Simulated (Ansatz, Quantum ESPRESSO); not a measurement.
# Ballistic transmission: Sn chain with one bond drawn out by 2.0 Å, part 2 of 4

Wanted: the transmission near the Fermi level and the conductance of this junction: Sn chain with one bond drawn out by 2.0 Å.

Quantum ESPRESSO 7.5; plane-wave DFT, PBE, GBRV ultrasoft pseudopotentials; cross-check by Ansatz 0.2.0 with PAW datasets.

So far. Step 2 (SCF with pw.x): The run needed 21 iterations to bring the estimated error under 1e-07 Ry; the largest force on any atom, held or free, is 0.45 eV/Å.

## Step 3: The open system

Level of this step: transmission by pwcond, lead and junction from one cell; plane-wave DFT, PBE, GBRV ultrasoft pseudopotentials (Quantum ESPRESSO).

prefixt takes both regions from one run: the lead from 0 to bdl, the scattering region from bdl to bds (units of alat). ikind = 1 puts the same lead on both sides. The program's T_tot counts both spins in a run without spin; the tables below give T per spin.

The input, cond.in:

```
&inputcond
  outdir = './out'
  prefixt = 'scf'
  tran_file = 'cond.dat'
  bdl = 0.7333333333
  bds = 3.9333333333
  ikind = 1
  ewind = 4.0
  epsproj = 1e-05
  nz1 = 7
  energy0 = 2.0
  denergy = -0.1
/
1
  0.00000000 0.00000000 1.00000000
41
```

Command:

```bash
OMP_NUM_THREADS=1 mpirun -n 4 pwcond.x -in cond.in > cond.out
```

Log:

```text
[banner, memory and clock lines left out]
Program PWCOND v.7.5 starts

          URL

     ./out/scf.save/

     IMPORTANT: XC functional enforced from input :
     Exchange-correlation= PBE
                           (   1   4   3   4   0   0   0)
     Any further DFT definition will be discarded
     Please, verify this is what you really want

     negative rho (up, down):  4.623E-06 0.000E+00
     Reading collected, re-writing distributed wavefunctions

===== INPUT FILE containing all the regions =====

     GEOMETRY:

     lattice parameter (alat)  =      14.1729  a.u.
     the volume                =   11198.0176 (a.u.)^3
     the cross section         =     200.8724 (a.u.)^2
     l of the unit cell        =       3.9333 (alat)
     number of atoms/cell      =           10
     number of atomic types    =            1

     crystal axes: (cart. coord. in units of alat)
               a(1) = (  1.0000  0.0000  0.0000 )
               a(2) = (  0.0000  1.0000  0.0000 )
               a(3) = (  0.0000  0.0000  3.9333 )

   Cartesian axes

     site n.     atom                  positions (alat units)
          1        Sn     tau(  1)=(  0.5000  0.5000  3.9333  )
          2        Sn     tau(  2)=(  0.5000  0.5000  0.3667  )
          3        Sn     tau(  3)=(  0.5000  0.5000  0.7333  )
          4        Sn     tau(  4)=(  0.5000  0.5000  1.1000  )
          5        Sn     tau(  5)=(  0.5000  0.5000  1.4667  )
          6        Sn     tau(  6)=(  0.5000  0.5000  2.1000  )
          7        Sn     tau(  7)=(  0.5000  0.5000  2.4667  )
          8        Sn     tau(  8)=(  0.5000  0.5000  2.8333  )
          9        Sn     tau(  9)=(  0.5000  0.5000  3.2000  )
         10        Sn     tau( 10)=(  0.5000  0.5000  3.5667  )

     nr1s                      =           54
     nr2s                      =           54
     nr3s                      =          216
     nr1sx                     =           54
     nr2sx                     =           54
     nr3sx                     =          216
     nr1                       =           60
     nr2                       =           60
     nr3                       =          240
     nr1x                      =           60
     nr2x                      =           60
     nr3x                      =          240

 _______________________________
  Radii of nonlocal spheres:

     type       ibeta     ang. mom.          radius (alat units)
       Sn         1         0                    0.1476
       Sn         2         0                    0.1476
       Sn         3         1                    0.1476
       Sn         4         1                    0.1476
       Sn         5         2                    0.1476
       Sn         6         2                    0.1476
----- General information -----

--- T calc. with identical leads (ikind=1) ---

     nrx                       =           54
     nry                       =           54
     nz1                       =            7

     energy0               =         2.0E+00
     denergy               =        -1.0E-01
     nenergy               =         41
     ecut2d                =         3.4E+01
     ewind                 =         4.0E+00
     epsproj               =         1.0E-05

     number of k_|| points=    1
                       cryst. coord.
        k(    1) = (   0.0000000   0.0000000), wk =   1.0000000
----- Information about left/right lead -----

     nocros                   =           18
     noins                    =           18
     norb                     =           54
     norbf                    =          162
     nrz                      =           40

      iorb      type   ibeta   ang. mom.   m       position (alat)
        1        1       1        0        1   taunew(   1)=(  0.5000  0.5000  0.0000)
        2        1       2        0        1   taunew(   2)=(  0.5000  0.5000  0.0000)
        3        1       3        1        1   taunew(   3)=(  0.5000  0.5000  0.0000)
        4        1       3        1        2   taunew(   4)=(  0.5000  0.5000  0.0000)
        5        1       3        1        3   taunew(   5)=(  0.5000  0.5000  0.0000)
        6        1       4        1        1   taunew(   6)=(  0.5000  0.5000  0.0000)
        7        1       4        1        2   taunew(   7)=(  0.5000  0.5000  0.0000)
        8        1       4        1        3   taunew(   8)=(  0.5000  0.5000  0.0000)
        9        1       5        2        1   taunew(   9)=(  0.5000  0.5000  0.0000)
       10        1       5        2        2   taunew(  10)=(  0.5000  0.5000  0.0000)
       11        1       5        2        3   taunew(  11)=(  0.5000  0.5000  0.0000)
       12        1       5        2        4   taunew(  12)=(  0.5000  0.5000  0.0000)
       13        1       5        2        5   taunew(  13)=(  0.5000  0.5000  0.0000)
       14        1       6        2        1   taunew(  14)=(  0.5000  0.5000  0.0000)
       15        1       6        2        2   taunew(  15)=(  0.5000  0.5000  0.0000)
       16        1       6        2        3   taunew(  16)=(  0.5000  0.5000  0.0000)
       17        1       6        2        4   taunew(  17)=(  0.5000  0.5000  0.0000)
       18        1       6        2        5   taunew(  18)=(  0.5000  0.5000  0.0000)
       19        1       1        0        1   taunew(  19)=(  0.5000  0.5000  0.3667)
       20        1       2        0        1   taunew(  20)=(  0.5000  0.5000  0.3667)
       21        1       3        1        1   taunew(  21)=(  0.5000  0.5000  0.3667)
       22        1       3        1        2   taunew(  22)=(  0.5000  0.5000  0.3667)
       23        1       3        1        3   taunew(  23)=(  0.5000  0.5000  0.3667)
       24        1       4        1        1   taunew(  24)=(  0.5000  0.5000  0.3667)
       25        1       4        1        2   taunew(  25)=(  0.5000  0.5000  0.3667)
       26        1       4        1        3   taunew(  26)=(  0.5000  0.5000  0.3667)
       27        1       5        2        1   taunew(  27)=(  0.5000  0.5000  0.3667)
       28        1       5        2        2   taunew(  28)=(  0.5000  0.5000  0.3667)
       29        1       5        2        3   taunew(  29)=(  0.5000  0.5000  0.3667)
       30        1       5        2        4   taunew(  30)=(  0.5000  0.5000  0.3667)
       31        1       5        2        5   taunew(  31)=(  0.5000  0.5000  0.3667)
       32        1       6        2        1   taunew(  32)=(  0.5000  0.5000  0.3667)
       33        1       6        2        2   taunew(  33)=(  0.5000  0.5000  0.3667)
       34        1       6        2        3   taunew(  34)=(  0.5000  0.5000  0.3667)
[...]
150        1       4        1        1   taunew( 150)=(  0.5000  0.5000  3.2000)
      151        1       4        1        2   taunew( 151)=(  0.5000  0.5000  3.2000)
      152        1       4        1        3   taunew( 152)=(  0.5000  0.5000  3.2000)
      153        1       5        2        1   taunew( 153)=(  0.5000  0.5000  3.2000)
      154        1       5        2        2   taunew( 154)=(  0.5000  0.5000  3.2000)
      155        1       5        2        3   taunew( 155)=(  0.5000  0.5000  3.2000)
      156        1       5        2        4   taunew( 156)=(  0.5000  0.5000  3.2000)
      157        1       5        2        5   taunew( 157)=(  0.5000  0.5000  3.2000)
      158        1       6        2        1   taunew( 158)=(  0.5000  0.5000  3.2000)
      159        1       6        2        2   taunew( 159)=(  0.5000  0.5000  3.2000)
      160        1       6        2        3   taunew( 160)=(  0.5000  0.5000  3.2000)
      161        1       6        2        4   taunew( 161)=(  0.5000  0.5000  3.2000)
      162        1       6        2        5   taunew( 162)=(  0.5000  0.5000  3.2000)
 ngper, shell number =          545          70
 ngper, n2d =          545         146
---  E-Ef =    2.0000000  k =    0.0000000   0.0000000
---  ie =          1  ik =          1
 Nchannels of the left tip =            3
 Right moving states:
   k1(2pi/a)   k2(2pi/a)   E-Ef (eV)
  -0.2574721   0.0000541   2.0000000
  -0.2574721   0.0000541   2.0000000
   0.3696009   0.0000331   2.0000000
 Left moving states:
   k1(2pi/a)   k2(2pi/a)   E-Ef (eV)
   0.2574721   0.0000541   2.0000000
   0.2574721   0.0000541   2.0000000
  -0.3696009   0.0000331   2.0000000

 to transmit
 Band j to band i transmissions and reflections:
    j         i     |T_ij|^2    |R_ij|^2

    1 -->     1     0.05235     0.90043
    1 -->     2     0.00000     0.04722
    1 -->     3     0.00000     0.00000
   Total T_j, R_j =    0.05235  0.94765

    2 -->     1     0.00000     0.04722
    2 -->     2     0.05235     0.90043
    2 -->     3     0.00000     0.00000
   Total T_j, R_j =    0.05235  0.94765

    3 -->     1     0.00000     0.00000
    3 -->     2     0.00000     0.00000
    3 -->     3     0.29935     0.70065
   Total T_j, R_j =    0.29935  0.70065

E-Ef(ev), T(x2 spins) =    2.0000000   0.8081006
---  E-Ef =    1.9000000  k =    0.0000000   0.0000000
---  ie =          2  ik =          1
 Nchannels of the left tip =            3
 Right moving states:
   k1(2pi/a)   k2(2pi/a)   E-Ef (eV)
  -0.2728608   0.0000546   1.9000000
  -0.2728608   0.0000546   1.9000000
   0.3629831   0.0000331   1.9000000
 Left moving states:
   k1(2pi/a)   k2(2pi/a)   E-Ef (eV)
   0.2728608   0.0000546   1.9000000
   0.2728608   0.0000546   1.9000000
  -0.3629831   0.0000331   1.9000000

 to transmit
 Band j to band i transmissions and reflections:
    j         i     |T_ij|^2    |R_ij|^2

    1 -->     1     0.05036     0.93504
    1 -->     2     0.00000     0.01460
    1 -->     3     0.00000     0.00000
   Total T_j, R_j =    0.05036  0.94964

    2 -->     1     0.00000     0.01460
    2 -->     2     0.05036     0.93504
    2 -->     3     0.00000     0.00000
   Total T_j, R_j =    0.05036  0.94964

    3 -->     1     0.00000     0.00000
    3 -->     2     0.00000     0.00000
    3 -->     3     0.28821     0.71179
   Total T_j, R_j =    0.28821  0.71179

E-Ef(ev), T(x2 spins) =    1.9000000   0.7778510
---  E-Ef =    1.8000000  k =    0.0000000   0.0000000
---  ie =          3  ik =          1
 Nchannels of the left tip =            3
 Right moving states:
   k1(2pi/a)   k2(2pi/a)   E-Ef (eV)
  -0.2882833   0.0000552   1.8000000
  -0.2882833   0.0000552   1.8000000
   0.3563427   0.0000331   1.8000000
 Left moving states:
   k1(2pi/a)   k2(2pi/a)   E-Ef (eV)
   0.2882833   0.0000552   1.8000000
   0.2882833   0.0000552   1.8000000
  -0.3563427   0.0000331   1.8000000

 to transmit
 Band j to band i transmissions and reflections:
    j         i     |T_ij|^2    |R_ij|^2

    1 -->     1     0.04844     0.94912
    1 -->     2     0.00000     0.00244
    1 -->     3     0.00000     0.00000
   Total T_j, R_j =    0.04844  0.95156

    2 -->     1     0.00000     0.00244
    2 -->     2     0.04844     0.94912
    2 -->     3     0.00000     0.00000
   Total T_j, R_j =    0.04844  0.95156

    3 -->     1     0.00000     0.00000
    3 -->     2     0.00000     0.00000
    3 -->     3     0.27766     0.72234
   Total T_j, R_j =    0.27766  0.72234

E-Ef(ev), T(x2 spins) =    1.8000000   0.7490708
[... further energies and points left out ...]
---  E-Ef =   -1.8000000  k =    0.0000000   0.0000000
---  ie =         39  ik =          1
 Nchannels of the left tip =            1
 Right moving states:
   k1(2pi/a)   k2(2pi/a)   E-Ef (eV)
   0.0931168   0.0000308  -1.8000000
 Left moving states:
   k1(2pi/a)   k2(2pi/a)   E-Ef (eV)
  -0.0931168   0.0000308  -1.8000000

 to transmit
 Band j to band i transmissions and reflections:
    j         i     |T_ij|^2    |R_ij|^2

    1 -->     1     0.06542     0.93458
   Total T_j, R_j =    0.06542  0.93458

E-Ef(ev), T(x2 spins) =   -1.8000000   0.1308371
---  E-Ef =   -1.9000000  k =    0.0000000   0.0000000
---  ie =         40  ik =          1
 Nchannels of the left tip =            1
 Right moving states:
   k1(2pi/a)   k2(2pi/a)   E-Ef (eV)
   0.0846724   0.0000307  -1.9000000
 Left moving states:
   k1(2pi/a)   k2(2pi/a)   E-Ef (eV)
  -0.0846724   0.0000307  -1.9000000

 to transmit
 Band j to band i transmissions and reflections:
    j         i     |T_ij|^2    |R_ij|^2

    1 -->     1     0.06171     0.93829
   Total T_j, R_j =    0.06171  0.93829

E-Ef(ev), T(x2 spins) =   -1.9000000   0.1234121
---  E-Ef =   -2.0000000  k =    0.0000000   0.0000000
---  ie =         41  ik =          1
 Nchannels of the left tip =            1
 Right moving states:
   k1(2pi/a)   k2(2pi/a)   E-Ef (eV)
   0.0760825   0.0000305  -2.0000000
 Left moving states:
   k1(2pi/a)   k2(2pi/a)   E-Ef (eV)
  -0.0760825   0.0000305  -2.0000000

 to transmit
 Band j to band i transmissions and reflections:
    j         i     |T_ij|^2    |R_ij|^2

    1 -->     1     0.05791     0.94209
   Total T_j, R_j =    0.05791  0.94209

E-Ef(ev), T(x2 spins) =   -2.0000000   0.1158279
   T_tot     2.00000      0.80810E+00
   T_tot     1.90000      0.77785E+00
   T_tot     1.80000      0.74907E+00
   T_tot     1.70000      0.72127E+00
   T_tot     1.60000      0.69382E+00
   T_tot     1.50000      0.66627E+00
   T_tot     1.40000      0.63858E+00
   T_tot     1.30000      0.61123E+00
   T_tot     1.20000      0.58513E+00
   T_tot     1.10000      0.56136E+00
   T_tot     1.00000      0.54091E+00
   T_tot     0.90000      0.52468E+00
   T_tot     0.80000      0.51368E+00
   T_tot     0.70000      0.50944E+00
   T_tot     0.60000      0.51613E+00
   T_tot     0.50000      0.45827E+00
   T_tot     0.40000      0.52482E+00
   T_tot     0.30000      0.54784E+00
   T_tot     0.20000      0.55689E+00
   T_tot     0.10000      0.54054E+00
   T_tot    -0.00000      0.50216E+00
   T_tot    -0.10000      0.45599E+00
   T_tot    -0.20000      0.41144E+00
   T_tot    -0.30000      0.36977E+00
   T_tot    -0.40000      0.32940E+00
   T_tot    -0.50000      0.29192E+00
   T_tot    -0.60000      0.26145E+00
   T_tot    -0.70000      0.23769E+00
   T_tot    -0.80000      0.21645E+00
   T_tot    -0.90000      0.20567E+00
   T_tot    -1.00000      0.19636E+00
   T_tot    -1.10000      0.18728E+00
   T_tot    -1.20000      0.17844E+00
   T_tot    -1.30000      0.16988E+00
   T_tot    -1.40000      0.16160E+00
   T_tot    -1.50000      0.15359E+00
   T_tot    -1.60000      0.14583E+00
   T_tot    -1.70000      0.13827E+00
   T_tot    -1.80000      0.13084E+00
   T_tot    -1.90000      0.12341E+00
   T_tot    -2.00000      0.11583E+00

Note: The following floating-point exceptions are signalling: IEEE_UNDERFLOW_FLAG
Note: The following floating-point exceptions are signalling: IEEE_UNDERFLOW_FLAG
Note: The following floating-point exceptions are signalling: IEEE_UNDERFLOW_FLAG
Note: The following floating-point exceptions are signalling: IEEE_UNDERFLOW_FLAG
```

It took 3 min on 4 MPI ranks of Arm Neoverse V1, shared host; peak memory 0.41 GiB; 12 min of CPU time.

This step gave:

- lead channels at the Fermi level, one spin: 3
- transmission at the Fermi level, one spin: 0.2511
- conductance: 0.2511 G₀

Per spin. Open channels against energy, zero at the Fermi level:

| energy (eV) | open channels |
| --- | --- |
| -2.00 | 1 |
| -1.90 | 1 |
| -1.80 | 1 |
| -1.70 | 1 |
| -1.60 | 1 |
| -1.50 | 1 |
| -1.40 | 1 |
| -1.20 | 1 |
| -1.10 | 1 |
| -1.00 | 1 |
| -0.90 | 1 |
| -0.80 | 3 |
| -0.70 | 3 |
| -0.60 | 3 |
| -0.50 | 3 |
| -0.40 | 3 |
| -0.30 | 3 |
| -0.20 | 3 |
| -0.10 | 3 |
| 0.00 | 3 |
| 0.10 | 3 |
| 0.20 | 3 |
| 0.30 | 3 |
| 0.40 | 3 |
| 0.50 | 3 |
| 0.60 | 3 |
| 0.70 | 3 |
| 0.80 | 3 |
| 0.90 | 3 |
| 1.00 | 3 |
| 1.10 | 3 |
| 1.20 | 3 |
| 1.40 | 3 |
| 1.50 | 3 |
| 1.60 | 3 |
| 1.70 | 3 |
| 1.80 | 3 |
| 1.90 | 3 |
| 2.00 | 3 |

Per spin. The transmission by energy, zero at the Fermi level:

energy (eV), transmission and a bar from the least value:
```
    -2.00      0.058 
    -1.90      0.062 
    -1.80      0.065 #
    -1.70      0.069 #
    -1.60      0.073 #
    -1.50      0.077 ##
    -1.40      0.081 ##
    -1.20      0.089 ###
    -1.10      0.094 ###
    -1.00      0.098 ###
    -0.90      0.103 ####
    -0.80      0.108 ####
    -0.70      0.119 #####
    -0.60      0.131 ######
    -0.50      0.146 ########
    -0.40      0.165 #########
    -0.30      0.185 ###########
    -0.20      0.206 #############
    -0.10      0.228 ###############
     0.00      0.251 #################
     0.10      0.270 ##################
     0.20      0.278 ###################
     0.30      0.274 ###################
     0.40      0.262 ##################
     0.50      0.229 ###############
     0.60      0.258 #################
     0.70      0.255 #################
     0.80      0.257 #################
     0.90      0.262 ##################
     1.00      0.270 ##################
     1.10      0.281 ###################
     1.20      0.293 ####################
     1.40      0.319 #######################
     1.50      0.333 ########################
     1.60      0.347 #########################
     1.70      0.361 ##########################
     1.80      0.375 ###########################
     1.90      0.389 #############################
     2.00      0.404 ##############################
```

The program's own clock; routines nest. Time by routine:

| routine | wall time (s) | calls |
| --- | --- | --- |
| PWCOND | 177.6 | 1 |
| scatter_forw | 141.3 | 82 |
| compbs | 21.37 | 41 |
| compbs_2 | 17.62 | 41 |
| local | 10.58 | 1 |
| init | 0.96 | 1 |
| poten | 0.11 | 1 |

At no point does T exceed the number of channels.

[end of part 2 of 4]

[Logs are printed without paths, hosts, clocks, repeated set-up lines and the standing remarks that a program may print on its own settings, such as how far it seeks lower states.]

[Hosts, paths, dates, database ids (printed as entryN), source tags and the programs' standing remarks are cut or masked in the printed files.]

[Maps of the electrostatic potential energy from Ansatz leave out the sawtooth potential of an applied field or a dipole correction, so their vacuum need not be flat; planar profiles and work functions include it.]
